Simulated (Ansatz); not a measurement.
# B on Ir(111): change of the work function, part 4 of 5

How does B on the fcc site change the work function of Ir(111) as the layer fills?

Ansatz 0.2.0; plane-wave DFT, LDA, Ansatz PAW.

So far, work function, upper face (eV): step 2 (the clean slab) 5.81; step 3 (17 atoms, coverage 0.25 ML, cell 2x2) 5.66; step 4 (18 atoms, coverage 0.5 ML, cell 2x2) 5.34; step 5 (5 atoms, coverage 1 ML, cell 1x1) 4.50.

## (7) The slab at 0.25 ML, atoms frozen

This step: plane-wave DFT, LDA, Ansatz PAW (Ansatz 0.2.0).

System of this step: BIr16 (B/Ir(111)). The cell holds 17 atoms: 16 Ir and 1 B. Cell: a = 5.431 Å, b = 5.431 Å, c = 26.137 Å, α = 90.0°, β = 90.0°, γ = 60.0°. Vacuum lies along c.

To see where the charge goes, the covered slab, the bare substrate and the adsorbate layer are each run at the same frozen positions and on the same grid.

input.yaml reads:

```yaml
crystal:
  lattice:
    - [5.4305800796, 0.0, 0.0]
    - [2.7152900398, 4.7030203062, 0.0]
    - [0.0, 0.0, 26.1365840189]
  atoms:
    - { symbol: Ir, position: [0.0, 0.0, 0.3443449226] }
    - { symbol: Ir, position: [0.1666666667, 0.1666666667, 0.429169513] }
    - { symbol: Ir, position: [0.333386301, 0.333386301, 0.5121027491] }
    - { symbol: Ir, position: [-0.0064154919, -0.0064154919, 0.5968127447] }
    - { symbol: Ir, position: [0.0, 0.5, 0.3443449226] }
    - { symbol: Ir, position: [0.1666666667, 0.6666666667, 0.429169513] }
    - { symbol: Ir, position: [0.333386301, 0.8332273979, 0.5121027491] }
    - { symbol: Ir, position: [-0.0064154919, 0.5128309838, 0.5968127447] }
    - { symbol: Ir, position: [0.5, 0.0, 0.3443449226] }
    - { symbol: Ir, position: [0.6666666667, 0.1666666667, 0.429169513] }
    - { symbol: Ir, position: [0.8332273979, 0.333386301, 0.5121027491] }
    - { symbol: Ir, position: [0.5128309838, -0.0064154919, 0.5968127447] }
    - { symbol: Ir, position: [0.5, 0.5, 0.3443449226] }
    - { symbol: Ir, position: [0.6666666667, 0.6666666667, 0.429169513] }
    - { symbol: Ir, position: [0.8333333333, 0.8333333333, 0.5098059596] }
    - { symbol: Ir, position: [0.5, 0.5, 0.5940686182] }
    - { symbol: B, position: [0.1666666667, 0.1666666667, 0.6414784804] }
kpoints:
  mp_grid: { grid: [7, 7, 1] }
hamiltonian:
  xc: lda
scf:
  occupations: { method: fermi_dirac, width: 0.1 }
  convergence: { dr2_threshold: 1.0e-08 }
efield:
  axis: 3
  dipole_correction: true
  ramp_position: 0.97
  ramp_width: 0.06
output:
  write_potential: true
  write_density: true
  volumetric_format: npy
```

Launch:

```console
$ ansatz run input.yaml --threads 4 --pin off --max-ram 12288MiB --backend cpu --events-out ev --progress --plain --runs-dir out
```

Numbers of over 12 decimals in the logs are rounded to 6 here.

The log of the run:

```text
[...]
Crystal: 17 atoms, lattice volume = 667.532 Å³
Basis set: ecut = 420 eV, 12993 PW (Γ)
Bands: 165, of which v1, the nominal top of the filled ones, is band 138 counted from 1 (137 counted from 0)
Symmetry: 6 space group operations
[...]
k-points: 8 of 49 (time reversal used)
[...]
SCF iter   1: F=—  HF=-186755.249166 eV  |F-HF|=—  |Δ(HF+E_count)|=         —  Δρ=1.09e-2  dr2=6.23e0  ethr=1.77e-3  p=0.068 e·Å  D=1.84e-2 V/Å  ΔV_dip=-0.48 eV  dr2_dipole=5.73e-1  V_vac-E_F(+/−)=5.04/5.52 eV  ⟨swp⟩=8.6  Hψ=6075  notcnv=0  defer=19
[...]
SCF iter  10: F=-186755.054534 eV  HF=-186755.054534 eV  |F-HF|=3.23e-9  |Δ(HF+E_count)|=   4.16e-8  Δρ=3.06e-7  dr2=1.14e-9  ethr=3.64e-12  p=0.025 e·Å  D=6.87e-3 V/Å  ΔV_dip=-0.18 eV  dr2_dipole=4.50e-11  V_vac-E_F(+/−)=5.66/5.84 eV  ⟨swp⟩=15.2  Hψ=3748  notcnv=0
SCF 1 converged in 10 iterations: F = -186755.054534 eV  dr2 = 1.14e-9
[...]
SCF converged after 10 iterations
Free energy (F): -186755.054534 eV
[...]
Internal energy: -186754.467477 eV  (E = F + TS)
E sigma→0 (E₀):  -186754.761006 eV
Entropy (-TS):   -0.587057 eV (-34.533 meV/atom)
Fermi energy:    4.964474 eV
Dipole field:    D = 0.006864 V/Å  (p = 0.025321 e·Å, saw-weighted, corrected)
Work function:   Φ+ = 5.6622 eV   Φ− = 5.8416 eV
[...]
--- Band table (eV; the first three rows and the last of 8) ---
  k-point 0: bands = [... 134 lower, 5.5727, 5.7090, 5.7090, 5.8561, 5.8676, 5.8676, 5.9106, 5.9106, ... 23 higher]
  k-point 1: bands = [... 134 lower, 5.3546, 5.3895, 5.4571, 5.4890, 5.5814, 5.6178, 5.6775, 5.7152, ... 23 higher]
  k-point 2: bands = [... 134 lower, 4.7002, 4.7239, 4.7925, 4.9440, 5.0442, 5.1794, 5.1968, 5.3537, ... 23 higher]
  k-point 7: bands = [... 134 lower, 4.5330, 4.6292, 4.6857, 4.7240, 4.8423, 4.8825, 5.1592, 5.2259, ... 23 higher]
```

It took 36 s on 4 threads of Intel Xeon Platinum 8259CL at 2.50GHz (Skylake/Cascade Lake), shared host; peak memory 2.5 GiB; 2.2 min of CPU time.

The column dr2 measures how far the density is from self-consistency, as an energy; F and HF (Harris–Foulkes) agree once it is small.

Numbers from this step:

```yaml
energy_at_zero_smearing: -186754.7610 eV
work_function_upper_face: 5.662 eV
work_function_lower_face: 5.842 eV
dipole_along_the_normal: 0.02532 e·Å
step_between_the_vacuum_levels: -0.1794 eV
```

The work function of the upper face is 5.66 eV.

## (8) The substrate of the 0.25 ML cell alone

System of this step: B/Ir(111), substrate alone, atoms held. The cell holds 16 atoms: 16 Ir. Cell: a = 5.431 Å, b = 5.431 Å, c = 26.137 Å, α = 90.0°, β = 90.0°, γ = 60.0°. Vacuum lies along c.

The second part, atoms unmoved.

Changes to input.yaml since step 7:

```diff
@@ -22,3 +22,2 @@
     - { symbol: Ir, position: [0.5, 0.5, 0.5940686182] }
-    - { symbol: B, position: [0.1666666667, 0.1666666667, 0.6414784804] }
 kpoints:
```

The log of the run:

```text
[...]
Crystal: 16 atoms, lattice volume = 667.532 Å³
Basis set: ecut = 420 eV, 12993 PW (Γ)
Bands: 164, of which v1, the nominal top of the filled ones, is band 136 counted from 1 (135 counted from 0)
Symmetry: 6 space group operations
[...]
k-points: 8 of 49 (time reversal used)
[...]
SCF iter   1: F=—  HF=-186605.260200 eV  |F-HF|=—  |Δ(HF+E_count)|=         —  Δρ=7.69e-3  dr2=2.16e0  ethr=1.77e-3  p=0.000 e·Å  D=4.22e-5 V/Å  ΔV_dip=-0.00 eV  dr2_dipole=7.54e-3  V_vac-E_F(+/−)=5.51/5.51 eV  ⟨swp⟩=8.2  Hψ=5913  notcnv=0  defer=14
[...]
SCF iter   9: F=-186605.188268 eV  HF=-186605.188268 eV  |F-HF|=4.69e-9  |Δ(HF+E_count)|=  4.95e-10  Δρ=6.10e-7  dr2=3.75e-9  ethr=3.68e-12  p=-0.000 e·Å  D=-1.50e-6 V/Å  ΔV_dip=0.00 eV  dr2_dipole=1.56e-11  V_vac-E_F(+/−)=5.86/5.86 eV  ⟨swp⟩=13.1  Hψ=4119  notcnv=0
SCF 1 converged in 9 iterations: F = -186605.188268 eV  dr2 = 3.75e-9
[...]
SCF converged after 9 iterations
Free energy (F): -186605.188268 eV
[...]
Internal energy: -186604.623862 eV  (E = F + TS)
E sigma→0 (E₀):  -186604.906065 eV
Entropy (-TS):   -0.564406 eV (-35.275 meV/atom)
Fermi energy:    4.727234 eV
Dipole field:    D = 0.000001 V/Å  (p = 0.000005 e·Å, saw-weighted, corrected)
Work function:   Φ+ = 5.8589 eV   Φ− = 5.8590 eV
[...]
--- Band table (eV; the first three rows and the last of 8) ---
  k-point 0: bands = [... 132 lower, 5.4003, 5.4323, 5.4323, 5.5510, 5.5510, 5.6293, 5.6293, 5.6343, ... 24 higher]
  k-point 1: bands = [... 132 lower, 5.1153, 5.2477, 5.2639, 5.2737, 5.3106, 5.3889, 5.4399, 5.4738, ... 24 higher]
  k-point 2: bands = [... 132 lower, 4.4605, 4.4645, 4.6088, 4.6937, 4.6968, 4.8487, 4.8941, 5.0993, ... 24 higher]
  k-point 7: bands = [... 132 lower, 4.1439, 4.4602, 4.4866, 4.5408, 4.5904, 4.6517, 4.7488, 4.8076, ... 24 higher]
```

Wall time 33 s (4 threads); peak memory 2.5 GiB; 2 min of CPU time.

Numbers from this step:

```yaml
energy_at_zero_smearing: -186604.9061 eV
work_function_upper_face: 5.859 eV
dipole_along_the_normal: 5.18e-6 e·Å
```

The work function of the upper face is 5.86 eV.

## (9) The adsorbate layer of the 0.25 ML cell alone

System of this step: B/Ir(111), adsorbate layer alone, atoms held. The cell holds 1 atom: 1 B. Its edges and angles: a = 5.431 Å, b = 5.431 Å, c = 26.137 Å, α = 90.0°, β = 90.0°, γ = 60.0°. Vacuum lies along c.

The third part; a free layer of atoms may carry a moment, so spin is on.

input.yaml, the sections that differ from step 8:

```yaml
crystal:
  lattice:
    - [5.4305800796, 0.0, 0.0]
    - [2.7152900398, 4.7030203062, 0.0]
    - [0.0, 0.0, 26.1365840189]
  atoms:
    - { symbol: B, position: [0.1666666667, 0.1666666667, 0.6414784804], spin: 1.0 }
magnetization:
  spin_polarized: true
# kpoints, hamiltonian, scf, efield, output: as in step 8
```

The log of the run:

```text
[...]
Crystal: 1 atoms, lattice volume = 667.532 Å³
Basis set: ecut = 420 eV, 12993 PW (Γ)
Bands: 6, of which v1, the nominal top of the filled ones, is band 2 counted from 1 (1 counted from 0)
Symmetry: 12 space group operations
k-points: 8 of 49
[...]
Starting moments: Σ|m| = 1 μB on 1 of 1 site
[...]
SCF iter   6: F=—  HF=-142.805415 eV  |F-HF|=—  |Δ(HF+E_count)|=   4.15e-4  Δρ=1.59e-4 (↑1.59e-4 ↓1.16e-4)  dr2=2.62e-5  dr2_m=1.12e-4  M=1.000 μB ∫|m|=1.000 μB  β_m=1.20  ethr=2.18e-7  p=0.000 e·Å  D=1.66e-7 V/Å  ΔV_dip=-0.00 eV  dr2_dipole=2.66e-15  V_vac-E_F(+/−)=4.27/4.27 eV  ⟨swp⟩=2.6  Hψ=147  notcnv=0
[...]
spin-set hold released at iteration 6 (site moments contracting): the magnetisation degrees of freedom join the quasi-Newton model from the next iteration; the mixer history was flushed
SCF iter   7: F=—  HF=-142.805903 eV  |F-HF|=—  |Δ(HF+E_count)|=   4.89e-4  Δρ=2.01e-4 (↑2.01e-4 ↓3.32e-5)  dr2=2.96e-4  dr2_m=4.60e-5  M=1.000 μB ∫|m|=1.000 μB  β_m=1.20  ethr=2.18e-7  p=0.000 e·Å  D=1.54e-7 V/Å  ΔV_dip=-0.00 eV  dr2_dipole=2.15e-18  V_vac-E_F(+/−)=4.27/4.27 eV  ⟨swp⟩=3.0  Hψ=168  notcnv=0  κ⁻¹=1.0e0(r=1)
density mixer auto → broyden: no gap read (density of states about μ 2.58 of a free-electron gas's, 8 screened modes)
SCF iter   8: F=—  HF=-142.805911 eV  |F-HF|=—  |Δ(HF+E_count)|=   8.19e-6  Δρ=2.01e-4 (↑2.01e-4 ↓3.57e-5)  dr2=3.04e-4  dr2_m=4.44e-5  M=1.000 μB ∫|m|=1.000 μB  β_m=1.20  ethr=2.18e-7  p=0.000 e·Å  D=1.54e-7 V/Å  ΔV_dip=-0.00 eV  dr2_dipole=1.01e-17  V_vac-E_F(+/−)=4.27/4.27 eV  ⟨swp⟩=1.0  Hψ=96  notcnv=0  κ⁻¹=2.6e-4(r=2)
[...]
SCF iter  15: F=-142.805979 eV  HF=-142.805979 eV  |F-HF|=3.16e-9  |Δ(HF+E_count)|=   5.56e-7  Δρ=2.32e-8 (↑1.84e-8 ↓2.32e-8)  dr2=5.62e-12  dr2_m=1.28e-12  M=1.000 μB ∫|m|=1.000 μB  ethr=1.34e-12  p=0.000 e·Å  D=1.56e-7 V/Å  ΔV_dip=-0.00 eV  dr2_dipole=3.97e-16  V_vac-E_F(+/−)=4.26/4.26 eV  ⟨swp⟩=2.4  Hψ=430  notcnv=0
SCF 1 converged in 15 iterations: F = -142.805979 eV  dr2 = 5.62e-12
[...]
this state was not tested for a lower state beside it, because the mixer in use, unlike msr1, does not test its closes by its own steps (another_mixer; see scf.mixing.algorithm and scf.lower_state_search)
SCF converged after 15 iterations
Magnetization: 0.9996 μB (1.9998 up, 1.0002 down)
Absolute magnetization: 0.9997 μB (∫|ρ↑−ρ↓|, with the PAW one-centre terms)
[...]
Per-site moments (μB) at R_I (Å): [(0.946131, 2.240114)]
Free energy (F): -142.805979 eV
[...]
Internal energy: -142.656336 eV  (E = F + TS)
E sigma→0 (E₀):  -142.731158 eV
Entropy (-TS):   -0.149643 eV (-149.643 meV/atom)
Fermi energy:    -4.064816 eV
Dipole field:    D = 0.000000 V/Å  (p = 0.000001 e·Å, saw-weighted, corrected)
Work function:   Φ+ = 4.2604 eV   Φ− = 4.2604 eV
[...]
--- Band table (eV; the first three rows and the last of 16) ---
[...]
```

Run time: 5.6 s. Hardware: 4 threads; peak memory 0.73 GiB.

Numbers from this step:

```
energy at zero smearing   : -142.7312 eV
total moment              : 0.9996 μB
site moments              : 0.9461 μB
work function, upper face : 4.260 eV
dipole along the normal   : 5.21e-7 e·Å
```

Site moment by atom:

```
atom  site moment (μB)
  B1             0.946
```

The free layer carries a moment of 1.0 μB a cell.

## (10) Where the charge went at 0.25 ML

This step: plane-wave DFT, LDA, Ansatz PAW; density difference on adsorption (Ansatz 0.2.0).

The densities of the parts are taken from that of the whole and averaged over planes; the first moment of what is left gives the step in the potential.

Numbers from this step:

```
largest charge moved                 : -0.004963 e/Å²
potential step from the moved charge : -0.1789 eV
```

The electron density difference oscillates, so the rows of the table below give means over windows of 1 Å about each position, cut where the curve ends. Its maxima inside the range that stand out by 2 % of the span (Å: e/Å³): 8.9: 1.7e-4, 11.3: 4.8e-4, 12.9: 0.00159, 13.8: 0.00413, 15.1: -0.00229, 16.6: 0.0166. Its minima: 9.7: -4.6e-4, 12.1: -8.7e-4, 13.4: -0.00210, 14.7: -0.00510, 15.5: -0.00447, 17.4: -0.00526.

Planar mean, whole system less its parts. Table of electron density difference by z; means over each step:

z (Å), electron density difference (e/Å³) and a bar from the least value:
```
        5     0.0000 ##############
        6     0.0000 ##############
        7     0.0000 ##############
        8    -0.0001 ##############
        9     0.0001 ##############
       10    -0.0001 ##############
       11     0.0002 ###############
       12    -0.0004 ############
       13     0.0001 ##############
       14     0.0013 ###################
       15    -0.0038 
       16     0.0016 ####################
       17     0.0044 ##############################
       18    -0.0028 ####
       19    -0.0004 #############
       20     0.0000 ##############
       21     0.0000 ##############
       22     0.0000 ##############
```

Planar mean, whole system less its parts. Table of electrons moved below z by z:

```
z (Å)  electrons moved below z (e/Å²)
  5.0                          3.0e-7
  5.5                          1.0e-6
  6.0                          3.3e-6
  6.5                          9.9e-6
  7.0                          2.6e-5
  7.5                          5.2e-5
  8.0                          3.2e-5
  8.5                         -6.8e-5
  9.0                         -3.7e-6
  9.5                         -1.1e-5
 10.0                         -1.8e-4
 10.5                         -8.0e-5
 11.0                         -1.0e-5
 11.5                          1.7e-4
 12.0                         -7.0e-5
 12.5                         -2.9e-4
 13.0                          2.4e-4
 13.5                         -2.3e-4
 14.0                         0.00141
 14.5                          8.4e-4
 15.0                        -0.00135
 15.5                        -0.00305
 16.0                        -0.00495
 16.5                          6.9e-5
 17.0                         0.00478
 17.5                         0.00291
 18.0                         0.00109
 18.5                          3.8e-4
 19.0                          1.3e-4
 19.5                          4.4e-5
 20.0                          1.5e-5
 20.5                          5.0e-6
 21.0                          1.8e-6
 21.5                          6.9e-7
 22.0                          3.4e-7
```

(Continued in part 5 of 5.)

[Logs are printed without paths, hosts, clocks, repeated set-up lines and the standing remarks that a program may print on its own settings, such as how far it seeks lower states.]

[Hosts, paths, dates, database ids (printed as entryN), source tags and the programs' standing remarks are cut or masked in the printed files.]

[Maps of the electrostatic potential energy from Ansatz leave out the sawtooth potential of an applied field or a dipole correction, so their vacuum need not be flat; planar profiles and work functions include it.]
